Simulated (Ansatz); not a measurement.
# How fast states decay through Cs3Rb2I5

A new crystal, Cs3Rb2I5: structure, gap and complex bands. It is built by putting Rb for Li, I for Cl in the Cs3Li2Cl5 structure of space group Cm, with the volume rescaled by atomic radii. The parent structure comes from the Materials Project.

Program: Ansatz 0.2.0. Level of theory: r2SCAN DFT, plane waves, PAW files, in the first sound run; inputs show where later runs differ. Results are calculated unless marked as measured.

The structure was built from a prototype and need not be the compound's stable phase.

### Step 1. The starting structure

The structure is monoclinic, space group Cm (No. 8). Conventional cell: a = 8.152 Å, b = 27.651 Å, c = 4.774 Å, α = 90.00°, β = 125.82°, γ = 90.00°. Cs has 9 I at 3.98 to 4.74 Å and 3 Rb at 4.37 to 4.66 Å and 4 Cs at 4.74 to 4.80 Å nearest. Nearest to Cs lie 8 I at 4.03 to 4.18 Å. Rb has 4 I at 2.66 to 2.75 Å nearest. Nearest to I lie 4 Rb at 2.70 to 4.02 Å and 3 Cs at 3.98 to 4.74 Å. Nearest to I lie 1 Rb at 2.66 Å and 6 Cs at 4.05 to 4.18 Å. Nearest to I lie 8 Cs at 4.03 to 4.20 Å. It derives from Cs3Li2Cl5. Rb for Li, I for Cl in the Cs3Li2Cl5 structure of space group Cm. Farther neighbours and most contacts between anions are not listed.

Structure file:

```cif
data_structure
_symmetry_space_group_name_H-M 'P 1'
_symmetry_Int_Tables_number 1
_cell_length_a 14.4137
_cell_length_b 14.4137
_cell_length_c 4.7744
_cell_angle_alpha 99.527
_cell_angle_beta 99.527
_cell_angle_gamma 147.146
_cell_volume 436.32
loop_
_atom_site_label
_atom_site_type_symbol
_atom_site_fract_x
_atom_site_fract_y
_atom_site_fract_z
_atom_site_occupancy
Cs1 Cs 0.38430 0.63346 0.24978 1
Cs2 Cs 0.63346 0.38430 0.24978 1
Cs3 Cs 0.00226 0.00226 0.73335 1
Rb4 Rb 0.26676 0.83158 0.29735 1
Rb5 Rb 0.83158 0.26676 0.29735 1
I6 I 0.20785 0.68710 0.69517 1
I7 I 0.12800 0.88382 0.25206 1
I8 I 0.68710 0.20785 0.69517 1
I9 I 0.88382 0.12800 0.25206 1
I10 I 0.50446 0.50446 0.74841 1
```

### Step 2. Relaxing the new crystal

The substituted atoms don't fit the parent's cell, so cell and atoms relax together. A small smearing keeps the run stable in case the gap closes on the way.

File input.yaml:

```yaml
crystal:
  lattice:
    - [4.0761552513, -13.8253238002, 0.0]
    - [4.0761552513, 13.8253238002, 0.0]
    - [-2.7943736067, 0.0, 3.8712660365]
  atoms:
    - { symbol: Cs, position: [0.384297, 0.633463, 0.24978] }
    - { symbol: Cs, position: [0.633463, 0.384297, 0.24978] }
    - { symbol: Cs, position: [0.002264, 0.002264, 0.733351] }
    - { symbol: Rb, position: [0.266761, 0.831581, 0.297346] }
    - { symbol: Rb, position: [0.831581, 0.266761, 0.297346] }
    - { symbol: I, position: [0.207848, 0.687096, 0.695173] }
    - { symbol: I, position: [0.127999, 0.883822, 0.252064] }
    - { symbol: I, position: [0.687096, 0.207848, 0.695173] }
    - { symbol: I, position: [0.883822, 0.127999, 0.252064] }
    - { symbol: I, position: [0.504464, 0.504464, 0.748415] }
kpoints:
  mp_grid: { grid: [4, 4, 6] }
scf:
  occupations: { method: gaussian, width: 0.03 }
hamiltonian:
  xc: r2scan
output:
  forces: true
  stress: true
relax:
  f_tol: 0.02
  max_steps: 60
  cell: {}
```

Run with:

```
$ ansatz run input.yaml --threads 2 --pin off --max-ram 4096MiB --backend cpu --events-out ev --progress --plain --runs-dir out
```

Numbers of over 12 decimals in the logs are rounded to 6 here.

Output:

```text
basis.fft_grid_basis auto: the FFT boxes are laid along the combinations [[1, 1, 1], [0, 1, 0], [0, 0, 1]] of the cell's own vectors, 6.610, 14.414 and 4.774 Å long. The dense box has 50×108×36 points. Along the cell's own vectors, as sized, it would have 108×108×36, 2.16 times as many. Of the 2 symmetry operations that the crystal satisfies within crystal.symmetry.tolerance (time reversal apart; of a slab, those tha [...]
Engine: ansatz 0.2.0, aarch64-unknown-linux-gnu
Pseudopotentials: kind: paw
Pseudopotential: Cs, paw, valence charge 9, recommended cutoff 500 eV (meta_gga), Cs.paw.azcp
Pseudopotential: Rb, paw, valence charge 9, recommended cutoff 500 eV (meta_gga), Rb.paw.azcp
Pseudopotential: I, paw, valence charge 17, recommended cutoff 500 eV (meta_gga), I.paw.azcp
Functional definition: r2SCAN
  parameter k0 = 0.174
  parameter k1 = 0.065
  parameter a1 = 4.9479
  exchange = r2scan_x(k0 = k0, k1 = k1, a1 = a1)
  correlation = r2scan_c
Crystal: 10 atoms, lattice volume = 436.324 Å³
Basis set: ecut = 500 eV, 11055 PW (Γ), FFT grids on a1+a2+a3, a2, a3, exchange–correlation on 200×432×144 points (64 copies of the dense FFT grid, shifted against one another)
Bands: 78, of which v1, the nominal top of the filled ones, is band 65 counted from 1 (64 counted from 0)
Symmetry: 2 space group operations
Space group: Cm (ITA 8), of the structure as read, at distance tolerance 7.6e-5 Å
k-points: 34 of 96 (time reversal used)
Non-local potential: Cs, projectors of the file, l = 0: 3, l = 1: 2, l = 2: 2, l = 3: 2
Non-local potential: Rb, projectors of the file, l = 0: 3, l = 1: 2, l = 2: 2
Non-local potential: I, projectors of the file, l = 0: 2, l = 1: 2, l = 2: 2, l = 3: 2
PAW form: soft (Blöchl's): semilocal exchange-correlation on the pseudo side does not see the compensation charge
PAW frozen core: Cs, regenerated for the run's functional (the file was generated under x = pbe(κ = 0.804, μ = 0.219515), c = pbe(β = 0.066725))
PAW frozen core: Rb, regenerated for the run's functional (the file was generated under x = pbe(κ = 0.804, μ = 0.219515), c = pbe(β = 0.066725))
PAW frozen core: I, regenerated for the run's functional (the file was generated under x = pbe(κ = 0.804, μ = 0.219515), c = pbe(β = 0.066725))
PAW one-centre angular grid: Cs, 302 points (default); XC on 160 Gauss nodes
PAW one-centre angular grid: Rb, 302 points (default); XC on 160 Gauss nodes
PAW one-centre angular grid: I, 590 points (default); XC on 160 Gauss nodes
Initial density: superposition of atomic densities (neutral atoms: chi_scale 0, normalization atom), corrected by the library's trained network
Initial wavefunctions: pseudopotential atomic-orbital guess
Functional: x = r2scan, c = r2scan; τ floored in thin density (d = 2e-4 eV/Å³)
SCF iter   1: F=—  HF=-61261.334682 eV  |F-HF|=—  |Δ(HF+E_count)|=         —  Δρ=3.12e-3  dr2=4.19e-2  dr2_τ=3.58e-2  ethr=1.77e-3  ⟨swp⟩=11.1  Hψ=13948  notcnv=0  defer=11
preconditioner: auto → Resta (q_TF=auto, 2.230 Å⁻¹)  ε∞=2.7  [insulator: Δε(μ)=3.949 eV  Ē_g=11.527 eV  σ=0.030 eV  W_gap=1.00  n_scr=78 (ndim 8)  ℏωp=14.9 eV  f_vac=0.080  D(μ)=0.00/eV (n_scr^D=0)  ε∞_Penn≈2.7]
SCF iter   2: F=—  HF=-61261.501579 eV  |F-HF|=—  |Δ(HF+E_count)|=   1.67e-1  Δρ=1.75e-3  dr2=1.05e-2  dr2_τ=4.89e-4  ethr=3.22e-5  ⟨swp⟩=3.4  Hψ=4880  notcnv=0  defer=230
SCF iter   3: F=—  HF=-61261.500703 eV  |F-HF|=—  |Δ(HF+E_count)|=   8.76e-4  Δρ=3.64e-4  dr2=8.00e-4  dr2_τ=5.31e-5  ethr=8.10e-6  ⟨swp⟩=2.8  Hψ=4954  notcnv=0  defer=128
automatic band count: iteration 3 solves 75 bands in place of 78: the levels show a gap, and the empty bands left out lie too high to hold charge; the band table lists the bands solved (type scf.n_extra_bands for more)
SCF iter   4: F=—  HF=-61261.500707 eV  |F-HF|=—  |Δ(HF+E_count)|=   4.09e-6  Δρ=1.26e-4  dr2=6.94e-5  dr2_τ=4.15e-6  ethr=6.15e-7  ⟨swp⟩=2.0  Hψ=4292  notcnv=0  defer=128
SCF iter   5: F=—  HF=-61261.500949 eV  |F-HF|=—  |Δ(HF+E_count)|=   2.41e-4  Δρ=3.21e-5  dr2=5.74e-6  dr2_τ=1.52e-7  ethr=5.34e-8  ⟨swp⟩=2.0  Hψ=3610  notcnv=0  defer=128
SCF iter   6: F=—  HF=-61261.500953 eV  |F-HF|=—  |Δ(HF+E_count)|=   4.37e-6  Δρ=7.25e-6  dr2=2.78e-7  dr2_τ=1.20e-8  ethr=4.42e-9  ⟨swp⟩=2.0  Hψ=3717  notcnv=0  defer=128
SCF iter   7: F=-61261.500953 eV  HF=-61261.500953 eV  |F-HF|=6.25e-9  |Δ(HF+E_count)|=   1.94e-7  Δρ=1.90e-6  dr2=1.78e-8  dr2_τ=5.90e-10  ethr=7.69e-11  ⟨swp⟩=5.0  Hψ=9819  notcnv=0
SCF 1 converged in 7 iterations: F = -61261.500953 eV  dr2 = 1.78e-8
  greatest PAW one-centre occupation: 0.999 electrons in one spin orbital (limit 2), on the I atom at site 7 (counted from 0), in its partial waves of l = 2
relax step   1: F+E_penalty+E_count = -61261.50095319 eV  Δ(F+E_penalty+E_count) = +0.000e0 eV  max|allowed force component| = 5.087e0 eV/Å  Δτ_max = 0.0000 Å  P = +10.789 GPa  Ω = 436.324 Å³  (7 SCF iters, dr2 threshold 1.00e-7 eV, accepted)
Crystal: 10 atoms, lattice volume = 465.361 Å³
Basis set: ecut = 500 eV, 11795 PW (Γ), FFT grids on a1+a2+a3, a2, a3, exchange–correlation on 200×432×144 points (64 copies of the dense FFT grid, shifted against one another)
Initial density: handed on by an earlier stage of this run
Initial wavefunctions: those handed on with the density
iter 1 solved again at ethr=1.68e-4 eV; its pass at ethr=3.10e-3 eV (dr2=2.18e-1 eV) is discarded
SCF iter   1: F=—  HF=-61264.365471 eV  |F-HF|=—  |Δ(HF+E_count)|=         —  Δρ=7.22e-3  dr2=2.38e-1  dr2_τ=1.19e0  ethr=1.68e-4  ⟨swp⟩=2.9  Hψ=15581  notcnv=0
automatic band count: iteration 1 solves 75 bands in place of 78: the levels show a gap, and the empty bands left out lie too high to hold charge; the band table lists the bands solved (type scf.n_extra_bands for more)
preconditioner: auto → Resta (q_TF=auto, 2.206 Å⁻¹)  ε∞=2.7  [insulator: Δε(μ)=3.849 eV  Ē_g=11.117 eV  σ=0.030 eV  W_gap=1.00  n_scr=78 (ndim 8)  ℏωp=14.4 eV  f_vac=0.106  D(μ)=0.00/eV (n_scr^D=0)  ε∞_Penn≈2.7]
SCF iter   2: F=—  HF=-61265.691488 eV  |F-HF|=—  |Δ(HF+E_count)|=    1.33e0  Δρ=3.88e-3  dr2=5.86e-2  dr2_τ=9.20e-4  ethr=1.68e-4  ⟨swp⟩=4.4  Hψ=5470  notcnv=0  defer=1
SCF iter   3: F=—  HF=-61265.683398 eV  |F-HF|=—  |Δ(HF+E_count)|=   8.09e-3  Δρ=1.00e-3  dr2=7.66e-3  dr2_τ=1.46e-4  ethr=4.51e-5  ⟨swp⟩=4.5  Hψ=5410  notcnv=0  defer=8
SCF iter   4: F=—  HF=-61265.682397 eV  |F-HF|=—  |Δ(HF+E_count)|=   1.00e-3  Δρ=3.96e-4  dr2=6.02e-4  dr2_τ=1.80e-5  ethr=5.89e-6  ⟨swp⟩=2.3  Hψ=4858  notcnv=0  defer=135
[...]
relax step   5: F+E_penalty+E_count = -61270.37372739 eV  Δ(F+E_penalty+E_count) = -7.623e-1 eV  max|allowed force component| = 4.180e-1 eV/Å  Δτ_max = 0.1978 Å  P = +0.832 GPa  Ω = 523.586 Å³  energy of the carried Pulay correction = -7.439e-3 eV  (7 SCF iters, dr2 threshold 1.00e-6 eV, accepted)
relax step   6: F+E_penalty+E_count = -61270.74630284 eV  Δ(F+E_penalty+E_count) = -3.726e-1 eV  max|allowed force component| = 3.578e-1 eV/Å  Δτ_max = 0.1962 Å  P = +0.172 GPa  Ω = 535.754 Å³  energy of the carried Pulay correction = -8.371e-3 eV  (7 SCF iters, dr2 threshold 1.00e-6 eV, accepted)
relax step   7: F+E_penalty+E_count = -61270.91365214 eV  Δ(F+E_penalty+E_count) = -1.673e-1 eV  max|allowed force component| = 1.514e-1 eV/Å  Δτ_max = 0.2000 Å  P = +0.020 GPa  Ω = 532.451 Å³  energy of the carried Pulay correction = -8.120e-3 eV  (7 SCF iters, dr2 threshold 1.00e-6 eV, accepted)
relax step   8: F+E_penalty+E_count = -61270.95399633 eV  Δ(F+E_penalty+E_count) = -4.034e-2 eV  max|allowed force component| = 6.373e-2 eV/Å  Δτ_max = 0.1712 Å  P = +0.007 GPa  Ω = 526.290 Å³  energy of the carried Pulay correction = -7.648e-3 eV  (6 SCF iters, dr2 threshold 1.00e-6 eV, accepted)
relax step   9: F+E_penalty+E_count = -61270.95858075 eV  Δ(F+E_penalty+E_count) = -4.584e-3 eV  max|allowed force component| = 2.025e-2 eV/Å  Δτ_max = 0.0399 Å  P = -0.002 GPa  Ω = 526.898 Å³  energy of the carried Pulay correction = -7.695e-3 eV  (6 SCF iters, dr2 threshold 2.54e-7 eV, accepted)
relax step  10: F+E_penalty+E_count = -61270.95895565 eV  Δ(F+E_penalty+E_count) = -3.749e-4 eV  max|allowed force component| = 4.399e-3 eV/Å  Δτ_max = 0.0114 Å  P = -0.001 GPa  Ω = 527.013 Å³  energy of the carried Pulay correction = -7.703e-3 eV  (6 SCF iters, dr2 threshold 2.56e-8 eV, accepted)
Basis set: ecut = 500 eV, 13381 PW (Γ), FFT grids on a1+a2+a3, a2, a3, exchange–correlation on 216×480×144 points (64 copies of the dense FFT grid, shifted against one another)
Initial wavefunctions: pseudopotential atomic-orbital guess (no wavefunctions were taken with the density)
iter 1 solved again at ethr=1.06e-7 eV; its pass at ethr=3.10e-3 eV (dr2=1.38e-4 eV) is discarded
SCF iter   1: F=—  HF=-61270.927455 eV  |F-HF|=—  |Δ(HF+E_count)|=         —  Δρ=5.17e-4  dr2=1.08e-4  dr2_τ=1.24e-4  ethr=1.06e-7  ⟨swp⟩=5.4  Hψ=23005  notcnv=0  defer=1
preconditioner: auto → Resta (q_TF=auto, 2.161 Å⁻¹)  ε∞=2.4  [insulator: Δε(μ)=3.925 eV  Ē_g=11.489 eV  σ=0.030 eV  W_gap=1.00  n_scr=88 (ndim 8)  ℏωp=13.5 eV  f_vac=0.119  D(μ)=0.00/eV (n_scr^D=0)  ε∞_Penn≈2.4]
SCF iter   2: F=—  HF=-61270.967312 eV  |F-HF|=—  |Δ(HF+E_count)|=   3.99e-2  Δρ=2.59e-4  dr2=2.03e-5  dr2_τ=1.55e-4  ethr=8.32e-8  ⟨swp⟩=3.2  Hψ=6046  notcnv=0  defer=6
SCF iter   3: F=—  HF=-61270.969427 eV  |F-HF|=—  |Δ(HF+E_count)|=   2.12e-3  Δρ=1.17e-4  dr2=4.56e-6  dr2_τ=3.13e-5  ethr=1.56e-8  ⟨swp⟩=2.0  Hψ=4350  notcnv=0  defer=6
SCF iter   4: F=—  HF=-61270.969725 eV  |F-HF|=—  |Δ(HF+E_count)|=   2.98e-4  Δρ=9.93e-6  dr2=2.68e-7  dr2_τ=1.64e-7  ethr=3.51e-9  ⟨swp⟩=2.0  Hψ=4081  notcnv=0  defer=6
SCF iter   5: F=—  HF=-61270.969727 eV  |F-HF|=—  |Δ(HF+E_count)|=   2.25e-6  Δρ=1.68e-6  dr2=3.88e-8  dr2_τ=1.03e-9  ethr=2.06e-10  ⟨swp⟩=2.0  Hψ=3845  notcnv=0  defer=6
SCF iter   6: F=—  HF=-61270.969727 eV  |F-HF|=—  |Δ(HF+E_count)|=   4.12e-8  Δρ=6.17e-7  dr2=6.50e-9  dr2_τ=6.23e-11  ethr=2.98e-11  ⟨swp⟩=2.0  Hψ=3981  notcnv=0  defer=6
SCF iter   7: F=—  HF=-61270.969727 eV  |F-HF|=—  |Δ(HF+E_count)|=   4.52e-9  Δρ=2.36e-7  dr2=8.63e-10  dr2_τ=8.81e-12  ethr=5.00e-12  ⟨swp⟩=2.2  Hψ=3826  notcnv=0  defer=6
SCF iter   8: F=—  HF=-61270.969727 eV  |F-HF|=—  |Δ(HF+E_count)|=  2.76e-10  Δρ=9.41e-8  dr2=1.13e-10  dr2_τ=1.86e-12  ethr=1.00e-12  ⟨swp⟩=2.1  Hψ=3361  notcnv=0  defer=6
SCF iter   9: F=-61270.969727 eV  HF=-61270.969727 eV  |F-HF|=1.46e-11  |Δ(HF+E_count)|=  2.91e-11  Δρ=2.38e-8  dr2=7.25e-12  dr2_τ=8.73e-14  ethr=1.00e-12  ⟨swp⟩=5.0  Hψ=9189  notcnv=0
SCF 11 converged in 9 iterations: F = -61270.969727 eV  dr2 = 7.25e-12
relax step  11: F+E_penalty+E_count = -61270.96972723 eV  Δ(F+E_penalty+E_count) = -1.077e-2 eV  max|allowed force component| = 4.607e-3 eV/Å  Δτ_max = 0.0000 Å  P = +0.004 GPa  Ω = 527.013 Å³  stress off target by 6.31e-3 GPa  SCF on the basis re-selected at this cell (its energy is not comparable with the rows above)  (9 SCF iters)
basis re-selected at this cell: Δ(F+E_penalty+E_count) = -1.077e-2 eV, ΔP = +0.005 GPa vs the last step (what re-selecting the basis moved, of the pressure what is left beyond the Pulay correction that the steps carried, after the strain that the cell walked since its last selection, with what the two solves' SCF thresholds leave and, on support functions, any second-order correction that the steps lacked; it is no measure of the basis error at this ecutwfc). The dense FFT grid was sized anew with the basis: this SCF ran on 54×120×36 points, the steps before it on 50×108×36, so part of this shift can come from that change (see relax.cell in the input reference). [rest of the remark cut]
SCF converged after 9 iterations
Free energy (F): -61270.969727 eV
Harris-Foulkes:  -61270.969727 eV  (|F-HF|=1.46e-11)
Internal energy: -61270.969727 eV  (E = F + TS)
E sigma→0 (E₀):  -61270.969727 eV
Fermi energy:    4.426127 eV
--- Per-component energies (eV) ---
  E_band       = -2490.605515
  E_kinetic    = 1757.310171
  E_local      = -13756.561009  (includes V_loc(G=0)·N_el)
  E_nonlocal   = -18.200845
  E_hartree    = 6572.433939
  E_xc         = -1343.778175
  E_vxc        = -1417.105141  (∫ρ·V_xc dr)
  E_paw        = -44747.021951  (= ΣΔE_a)
  E_vpaw       = -2279.361196  (= ΣTr[D̂ρ^β])
  E_aug_tail   = -0.000159  (compensation charges beyond the density's cutoff)
  E_vtau       = 78.444521  (kinetic-family band-sum trace: ∫τ·v_τ [+ j·A + Jᵃ·Aᵃ] dr)
  E_ewald      = -9735.372747
  E_core_change = 0.221048  (= ΣΔE_core)
  E_smearing   = -0.000000  (= −TS)
  E_closure    = 0.000000  (closes the sum)
  Σ components = -61270.969727   (vs F -61270.969727, Δ=0.00e0)
--- Forces (eV/Å), atoms counted from 1 ---
  atom   1  Cs    -0.00028025     0.00358715    -0.00000015
  atom   2  Cs    -0.00028025    -0.00358715    -0.00000015
  atom   3  Cs    -0.00026905     0.00000000    -0.00060635
  atom   4  Rb    -0.00015060     0.00309277    -0.00012234
  atom   5  Rb    -0.00015060    -0.00309277    -0.00012234
  atom   6  I      0.00008761    -0.00460723     0.00031329
  atom   7  I      0.00054885     0.00287058     0.00010885
  atom   8  I      0.00008761     0.00460723     0.00031329
  atom   9  I      0.00054885    -0.00287058     0.00010885
  atom  10  I     -0.00014136     0.00000000     0.00000945
  max |Σ_I F_I| component: 2.40e-6 eV/Å
--- Stress (GPa, compression-positive) ---
        0.004345       0.000000       0.002082
        0.000000       0.006306       0.000000
        0.002082       0.000000       0.002730
  P = ⅓ Tr σ = 0.0045 GPa (0.045 kbar)
--- Relaxed structure (10 steps of the walk, 10 accepted, 1 SCFs on fresh bases) ---
  F+E_penalty+E_count = -61270.96972723 eV   max|allowed force component| = 4.607e-3 eV/Å   (the final SCF, on the basis selected at the relaxed cell)
  cell:  # Å, volume = 527.0133 Å³
    - [4.230979, -15.790053, 0.112643]
    - [4.230979, 15.790053, 0.112643]
    - [-2.793531, -1.0350997864988364e-17, 3.869901]
  atoms:
    - { symbol: Cs, position: [0.402966, 0.603265, 0.247787] }
    - { symbol: Cs, position: [0.603265, 0.402966, 0.247787] }
    - { symbol: Cs, position: [0.0032167, 0.0032167, 0.743561] }
    - { symbol: Rb, position: [0.213193, 0.792642, 0.249754] }
    - { symbol: Rb, position: [0.792642, 0.213193, 0.249754] }
    - { symbol: I, position: [0.300188, 0.705612, 0.749308] }
    - { symbol: I, position: [0.100817, 0.904770, 0.242957] }
    - { symbol: I, position: [0.705612, 0.300188, 0.749308] }
    - { symbol: I, position: [0.904770, 0.100817, 0.242957] }
    - { symbol: I, position: [0.502925, 0.502925, 0.747321] }
```

The job ended after 18 min (2 threads of Arm Neoverse V2, shared host; peak memory 2.3 GiB).

The steps of the relaxation:

```csv
step,energy less that of the first step (eV),largest force component (eV/Å),pressure (GPa),volume (Å³)
1,0.0000,5.0870,10.79,436.32
2,-4.1818,2.4327,6.38,465.36
3,-6.6530,1.5487,3.65,489.15
4,-8.1105,0.9627,1.91,507.88
5,-8.8728,0.4180,0.83,523.59
6,-9.2453,0.3578,0.17,535.75
7,-9.4127,0.1514,0.02,532.45
8,-9.4530,0.0637,0.01,526.29
9,-9.4576,0.0203,0.00,526.90
10,-9.4580,0.0044,0.00,527.01
11*,-9.4688,0.0046,0.00,527.01
```

Relaxation steps marked * repeat the geometry before them on a plane-wave basis chosen anew for their cell, so energy and pressure can jump there.

The run keeps the 2 symmetry operations that it works with, so distortions that break them were not tested.

```csv
cell as run,before,after,change
a (Å),14.414,16.347,+13.4 %
b (Å),14.414,16.347,+13.4 %
c (Å),4.774,4.773,-0.0 %
α (°),99.53,98.39,-1.1 %
β (°),99.53,98.39,-1.1 %
γ (°),147.15,149.99,+1.9 %
volume (Å³/atom),43.63,52.70,+20.8 %
```

The atoms that moved most (Å, as changes of fractional coordinates times the final cell):

```csv
atom,dx,dy,dz,length
I6,0.318,-1.166,0.222,1.228
I8,0.318,1.166,0.222,1.228
Cs1,-0.043,-0.772,-0.009,0.773
Cs2,-0.043,0.772,-0.009,0.773
I7,-0.001,0.760,-0.036,0.761
I9,-0.001,-0.760,-0.036,0.761
Rb5,-0.258,-0.231,-0.195,0.398
Rb4,-0.258,0.231,-0.195,0.398
```

The relaxed structure:

```cif
data_structure
_symmetry_space_group_name_H-M 'P 1'
_symmetry_Int_Tables_number 1
_cell_length_a 16.3475
_cell_length_b 16.3475
_cell_length_c 4.7728
_cell_angle_alpha 98.389
_cell_angle_beta 98.389
_cell_angle_gamma 149.990
_cell_volume 527.01
loop_
_atom_site_label
_atom_site_type_symbol
_atom_site_fract_x
_atom_site_fract_y
_atom_site_fract_z
_atom_site_occupancy
Cs1 Cs 0.40297 0.60327 0.24779 1
Cs2 Cs 0.60327 0.40297 0.24779 1
Cs3 Cs 0.00322 0.00322 0.74356 1
Rb4 Rb 0.21319 0.79264 0.24975 1
Rb5 Rb 0.79264 0.21319 0.24975 1
I6 I 0.30019 0.70561 0.74931 1
I7 I 0.10082 0.90477 0.24296 1
I8 I 0.70561 0.30019 0.74931 1
I9 I 0.90477 0.10082 0.24296 1
I10 I 0.50292 0.50292 0.74732 1
```

This step gave:

| Property | Result |
| --- | --- |
| free energy | -61270.9697 eV |
| Fermi energy | 4.426 eV |
| pressure | 0.004460 GPa |

The largest force component on a free atom ends at 0.0046 eV/Å.

(Continued in part 2 of 2.)

[Logs are printed without paths, hosts, clocks, repeated set-up lines and the standing remarks that a program may print on its own settings, such as how far it seeks lower states.]

[Hosts, paths, dates, database ids (printed as entryN), source tags and the programs' standing remarks are cut or masked in the printed files.]

[New means built here by substitution; the compound itself may be known and measured.]
